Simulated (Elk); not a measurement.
## Bands of Fe in the lowest magnetic state tried

How do the spin channels of Fe fill?

Program: Elk 11.2.3 (patched build). Level of theory: PBE; all-electron APW+lo, Dirac cores, scalar-relativistic bands. Results are calculated unless marked as measured.

The database entry behind the starting cell differs from later determinations by our own check (an axis about 0.7 % long against later determinations), so it need not match the best structure at ambient conditions.

### 1. Starting point

The structure is cubic, space group Im-3m (No. 229). The conventional cell has a = 2.886 Å, b = 2.886 Å, c = 2.886 Å, α = 90.00°, β = 90.00°, γ = 90.00°. Nearest to Fe lie 8 Fe at 2.50 Å.

### 2. Ground-state run

Bands and densities of states are read from a converged potential, so the magnetic state comes first.

This is the lowest of the starts that converged (ferro +).

The last three numbers of an atom's line are a seed field in its sphere. It points against the wanted moment and shrinks by the factor reducebf each loop.

Contents of elk.in:

```
tasks
  0

xctype
  20

reducebf
  0.5

epsengy
  1e-05

maxscl
  100

rgkmax
  7.0

nempty
  12

swidth
  0.003

lmaxi
  3

spinpol
  .true.

sppath
  './'

avec
  -2.72687479783 2.72687479783 2.72687479783
  2.72687479783 -2.72687479783 2.72687479783
  2.72687479783 2.72687479783 -2.72687479783

atoms
  1
  'Fe.in'
  1
  0.0000000000 0.0000000000 0.0000000000   0.000000 0.000000 -0.140000

ngridk
  12 12 12
```

Run with:

```
$ OMP_NUM_THREADS=2 elk
```

Numbers of over 12 decimals in the logs are rounded to 6 here.

The program printed:

```text
┌─────────────────────────┐
│ Elk code version 11.2.3 │
└─────────────────────────┘

All units are atomic (Hartree, Bohr, etc.)

┌─────────────────────────────────────────────────┐
│ Ground-state run starting from atomic densities │
└─────────────────────────────────────────────────┘

Lattice vectors :
  -2.726874798       2.726874798       2.726874798
   2.726874798      -2.726874798       2.726874798
   2.726874798       2.726874798      -2.726874798

Species : 1 (Fe)
 parameters loaded from : Fe.in
 name : iron
 nuclear charge    :   -26.00000000
 electronic charge :    26.00000000
 atomic mass :    101799.2075
 muffin-tin radius :    2.336542848
 number of radial points in muffin-tin :    993
 inner part over the whole radius :   0.9974870244E-02
 number on inner part of muffin-tin    :    700
 approximate nuclear radius :   0.7160107270E-04
 number of mesh points to nuclear radius :    332
 atomic positions (lattice), magnetic fields (Cartesian) :
  1 :   0.00000000  0.00000000  0.00000000    0.00000000  0.00000000 -0.14000000

Total number of atoms per unit cell :    1
Total muffin-tin volume :    53.43303687
 ratio of muffin-tin to unit cell volume :   0.6588010343

Spin treatment :
 spin-polarised
 global magnetic field (Cartesian) :    0.000000000       0.000000000       0.000000000
 collinear magnetisation in z-direction

Number of Bravais lattice symmetries :   48
Number of crystal symmetries         :   48
Crystal has inversion symmetry
Real symmetric eigensolver will be used

k-point grid :     12    12    12
k-point offset :    0.000000000       0.000000000       0.000000000
k-point set is reduced with full crystal symmetry group
Total number of k-points :       72

Muffin-tin radius times maximum |G+k| :    7.000000000
 using average radius
Maximum |G+k| for APW functions       :    2.995879150
Maximum (1/2)|G+k|²                   :    4.487645939
Maximum |G| for potential and density :    12.00000000
Constant for pseudocharge density :    7
 order of it for each species :   14
 order of it for pair densities of each species (exact exchange by exxq0 0: 14) :   10
Radial integration step length :    1

G-vector grid sizes :     20    20    20
Number of G-vectors :     2347

Maximum angular momentum used for
 APW functions            :    8
 outer part of muffin-tin :    6
 inner part of muffin-tin :    3

Number of empty states         :     12
Total number of valence states :     42
Total number of core states    :     10

Third-order local-orbitals added for an l without core states : T
Total number of local-orbitals :     23

Exchange-correlation functional :     20     0     0
 Perdew-Burke-Ernzerhof, Phys. Rev. Lett. 77, 3865 (1996)
 gradient requirement :    1
 generalised gradient approximation (GGA)

Smearing type :    3
 Fermi-Dirac
Smearing width :   0.3000000000E-02
Effective electronic temperature (K) :    947.3250744

Mixing type :    3
 Broyden mixing, J. Phys. A: Math. Gen. 17, L317 (1984)

Kohn-Sham potential initialised from atomic data

┌──────────────────────────────┐
│ Self-consistent loop started │
└──────────────────────────────┘

┌─────────────────┐
│ Loop number : 1 │
└─────────────────┘

Energies :
 Fermi                       :     0.198845
 sum of occupied eigenvalues :     -739.01997473954
 electron kinetic            :      1288.2960250358
 core electron kinetic       :      1149.7642994131
 Coulomb                     :     -2505.4305681496
 Coulomb potential           :     -1955.1133768616
 nuclear-nuclear             :     -225.54407463171
 electron-nuclear            :     -2613.6175043661
 Hartree                     :      333.73101084827
 Madelung                    :     -1527.8738797188
 xc potential                :     -72.075652471404
 xc effective B-field        :    -0.122268
 external B-field            :      0.000000
 exchange                    :     -54.583945543033
 correlation                 :     -1.206191
 electron entropic           :    -0.81971974676699E-03
 total energy                :     -1272.9254989411
 (external B-field energy excluded from total)

Density of states at Fermi energy :    27.21269543
 (states/Hartree/unit cell)

Estimated indirect band gap :   0.1789818621E-02
 from k-point 6 to k-point 51
Estimated direct band gap   :   0.2562812956E-02
 at k-point 2

Charges :
 core                        :    10.00000000
 valence                     :    16.00000000
 interstitial                :    1.110691769
 muffin-tins (core leakage)
  species : 1 (Fe)
   atom 1                    :    24.88930823     ( -0.2242659942E-06)
 total in muffin-tins        :    24.88930823
 total calculated charge     :    26.00012507
 total charge                :    26.00000000
 error                       :   0.1250718399E-03

Moments :
 interstitial                :  -0.3318889705E-01
 muffin-tins
  species : 1 (Fe)
   atom 1                    :    2.427549645
 total in muffin-tins        :    2.427549645
 total moment                :    2.394360748

[... earlier loops left out ...]

┌──────────────────┐
│ Loop number : 18 │
└──────────────────┘

Energies :
 Fermi                       :     0.294478
 sum of occupied eigenvalues :     -736.81290963528
 electron kinetic            :      1290.0120096100
 core electron kinetic       :      1149.7591207567
 Coulomb                     :     -2506.8741905008
 Coulomb potential           :     -1954.2168857986
 nuclear-nuclear             :     -225.54407463171
 electron-nuclear            :     -2617.4286620252
 Hartree                     :      336.09854615607
 Madelung                    :     -1529.7657476015
 xc potential                :     -72.490836817360
 xc effective B-field        :    -0.117197
 external B-field            :      0.000000
 exchange                    :     -54.730785206630
 correlation                 :     -1.206039
 electron entropic           :    -0.74888976912884E-03
 total energy                :     -1272.7997542277
 (external B-field energy excluded from total)

Density of states at Fermi energy :    25.35596839
 (states/Hartree/unit cell)

Estimated indirect band gap :   0.2680980802E-03
 from k-point 52 to k-point 6
Estimated direct band gap   :   0.7453128816E-02
 at k-point 61

Charges :
 core                        :    10.00000000
 valence                     :    16.00000000
 interstitial                :    1.044022938
 muffin-tins (core leakage)
  species : 1 (Fe)
   atom 1                    :    24.95597706     ( -0.2242657811E-06)
 total in muffin-tins        :    24.95597706
 total calculated charge     :    26.00012027
 total charge                :    26.00000000
 error                       :   0.1202696946E-03

Moments :
 interstitial                :  -0.4992643625E-01
 muffin-tins
  species : 1 (Fe)
   atom 1                    :    2.337673868
 total in muffin-tins        :    2.337673868
 total moment                :    2.287747431

┌──────────────────────────────┐
│ Self-consistent loop stopped │
└──────────────────────────────┘

Wrote STATE.OUT
```

Elapsed: 68 s, on 2 threads of Arm Neoverse N1, shared host; peak memory 0.08 GiB.

Numbers from this step:

| Quantity | Value |
| --- | --- |
| density of states at the Fermi level | 0.9318 states/eV/cell |
| moment between the spheres | -0.04993 μB |
| magnetization | 2.288 μB |
| final state | ferromagnetic |
| largest moment | 2.338 μB |

### 3. Bands and density of states

The potential is kept. Point names follow a standard table for this cell's lattice and can differ from other conventions. The density of states is interpolated from the levels on the mesh (so its value at the Fermi level can differ from the smeared one of the ground-state run), and the bands are solved anew along a path of special points.

Contents of elk.in:

```
tasks
  10
  20
  15
  33
  73

xctype
  20

reducebf
  0.5

epsengy
  1e-05

maxscl
  100

rgkmax
  7.0

nempty
  12

swidth
  0.003

lmaxi
  3

spinpol
  .true.

sppath
  './'

avec
  -2.72687479783 2.72687479783 2.72687479783
  2.72687479783 -2.72687479783 2.72687479783
  2.72687479783 2.72687479783 -2.72687479783

atoms
  1
  'Fe.in'
  1
  0.0000000000 0.0000000000 0.0000000000   0.000000 0.000000 -0.000140

ngridk
  12 12 12

wplot
  300 60 1
  -0.35000 0.25000

plot1d
  7 84
  0.00000000 0.00000000 0.00000000
  0.50000000 -0.50000000 0.50000000
  0.00000000 0.00000000 0.50000000
  0.00000000 0.00000000 0.00000000
  0.25000000 0.25000000 0.25000000
  0.50000000 -0.50000000 0.50000000
  0.25000000 0.25000000 0.25000000

plot3d
  0 0 0
  1 0 0
  0 1 0
  0 0 1
  13 13 13
```

Run with:

```
$ OMP_NUM_THREADS=2 elk
```

The program printed:

```text
┌─────────────────────────────────┐
│ Elk code version 11.2.3 started │
└─────────────────────────────────┘

Info(readinput): the functional depends on the density's gradient
 muffin-tin radial points multiplied by    2.00000
 (not where nrmtscf is given)

┌───────────────────┐
│ Current task : 10 │
└───────────────────┘
Info(checkmt): changed muffin-tin radius of species 1 (Fe) from   2.4000 to   2.3365

Info(writedos):
 Total density of states written to TDOS.OUT

 Partial density of states written to PDOS_Sss_Aaaaa.OUT
 for all species and atoms

 Spin-quantisation axis :    0.000000000       0.000000000       1.000000000

 Eigenvalues of a random matrix symmetrised with the site
 symmetries in the Yₗₘ basis written to ELMIREP.OUT for all
 species and atoms. Degenerate eigenvalues correspond to
 irreducible representations of each site symmetry group

 Interstitial density of states written to IDOS.OUT

 Fermi energy is at zero in plots

 DOS units are states/Hartree/unit cell

┌───────────────────┐
│ Current task : 20 │
└───────────────────┘

Info(bandstr):
 Band structure plot written to BAND.OUT

 Fermi energy is at zero in plot

 Vertex location lines written to BANDLINES.OUT

┌───────────────────┐
│ Current task : 15 │
└───────────────────┘

Info(writelsj):
 muffin-tin L, S and J expectation values written to LSJ.OUT

┌───────────────────┐
│ Current task : 33 │
└───────────────────┘

Info(rhoplot): 3D density plot written to RHO3D.OUT

┌───────────────────┐
│ Current task : 73 │
└───────────────────┘

Info(vecplot):
 3D magnetisation density written to MAG3D.OUT

┌──────────────────┐
│ Elk code stopped │
└──────────────────┘
```

Elapsed: 93 s, on 2 threads; peak memory 0.1 GiB.

Electronic bands along the path, in eV, zero at the Fermi level; # counts the bands kept:

```tsv
point	up #3	up #4	up #5	up #6	down #2	down #3	down #4	down #5
Γ	-2.23	-2.23	-1.10	-1.09	-0.20	-0.20	-0.20	1.71
halfway	-1.81	-1.81	-1.13	0.08	-0.56	0.15	0.15	1.03
H	0.01	0.01	0.01	9.44	-2.70	2.32	2.32	2.32
halfway	-1.87	-1.31	0.14	4.80	-1.76	0.08	0.81	2.46
N	-1.04	-0.91	0.28	0.39	-1.41	0.56	1.57	1.97
halfway	-2.37	-1.24	-1.08	-1.02	-0.82	-0.51	1.06	1.40
Γ	-2.23	-2.23	-1.10	-1.09	-0.20	-0.20	-0.20	1.71
halfway	-2.94	-1.07	-1.07	-0.03	-1.09	-1.09	1.69	1.69
P	-3.12	-0.89	-0.89	8.16	-1.62	-1.62	1.99	1.99
halfway	-2.94	-0.61	-0.61	6.65	-1.64	-1.22	1.70	1.70
H	0.01	0.01	0.01	9.44	-2.70	2.32	2.32	2.32
0.53 of the way	-3.10	-0.64	-0.64	6.55	-1.56	-1.41	1.71	1.72
P	-3.12	-0.89	-0.89	8.16	-1.62	-1.62	1.99	1.99
```

The density of states has structure finer than the step of the table below, so its rows give means over 0.5 eV, whole bins alone (the curve runs from -9.52 to 6.75 eV). Peaks (eV: height): up -4.03: 1.15, -3.16: 2.03, -2.39: 1.85, -0.98: 2.59; down -1.31: 1.47, -0.60: 1.49, 1.47: 1.60, 1.96: 2.90; Fe1 d up -4.03: 0.808, -3.16: 1.75, -2.39: 1.56, -0.98: 2.51; Fe1 d down -1.31: 1.16, 1.96: 2.82.

The density of states by energy, zero at the Fermi level; means over each step; values in states/eV/cell:

```tsv
energy (eV)	up	down	Fe1 d up	Fe1 d down
-8.5	3.1e-5	0	0	0
-8.0	0.0116	0.00275	3.2e-6	0
-7.5	0.0306	0.0221	1.8e-4	3.6e-5
-7.0	0.0436	0.0367	7.9e-4	2.5e-4
-6.5	0.0590	0.0487	0.00237	7.6e-4
-6.0	0.0765	0.0598	0.00619	0.00181
-5.5	0.106	0.0737	0.0159	0.00393
-5.0	0.175	0.0904	0.0507	0.00783
-4.5	0.535	0.113	0.308	0.0157
-4.0	0.889	0.152	0.629	0.0329
-3.5	0.525	0.255	0.421	0.0928
-3.0	1.36	0.379	1.18	0.184
-2.5	1.43	0.572	1.19	0.355
-2.0	0.554	0.370	0.452	0.260
-1.5	0.930	1.01	0.858	0.782
-1.0	2.20	1.25	2.12	0.969
-0.5	1.00	1.16	0.933	0.918
0.0	0.602	0.288	0.557	0.221
0.5	0.163	0.287	0.115	0.263
1.0	0.163	0.835	0.0967	0.777
1.5	0.161	1.39	0.0859	1.33
2.0	0.150	1.85	0.0728	1.79
2.5	0.138	0.448	0.0607	0.408
3.0	0.131	0.238	0.0540	0.187
3.5	0.121	0.203	0.0465	0.143
4.0	0.107	0.176	0.0384	0.112
4.5	0.0937	0.156	0.0315	0.0906
5.0	0.0788	0.140	0.0249	0.0746
5.5	0.0597	0.119	0.0176	0.0581
6.0	0.0341	0.101	0.00860	0.0452
```

### 4. What came out

```yaml
state: ferromagnetic
largest_moment: 2.34 μB
```

What this shows: Right at the Fermi level (the table gives means over its steps) the density of states is 0.72 states/eV a cell for spin up and 0.24 for spin down. Within the window shown, the centres of the Fe1 d states of the two spins lie 2.3 eV apart, a rough measure of the splitting of the spins. The state is the lowest of the starts that converged. These are Kohn–Sham levels without spin–orbit coupling.

[Logs and program files are shortened in this print: banners, set-up blocks, solver, clock and traceback lines can be left out without a mark of their own.]

[Logs are printed without paths, hosts, clocks, repeated set-up lines and the standing remarks that a program may print on its own settings, such as how far it seeks lower states.]

[Hosts, paths, dates, database ids (printed as entryN), source tags and the programs' standing remarks are cut or masked in the printed files.]

[Where a cell is said to come from a database of computed structures, the database is the Materials Project.]
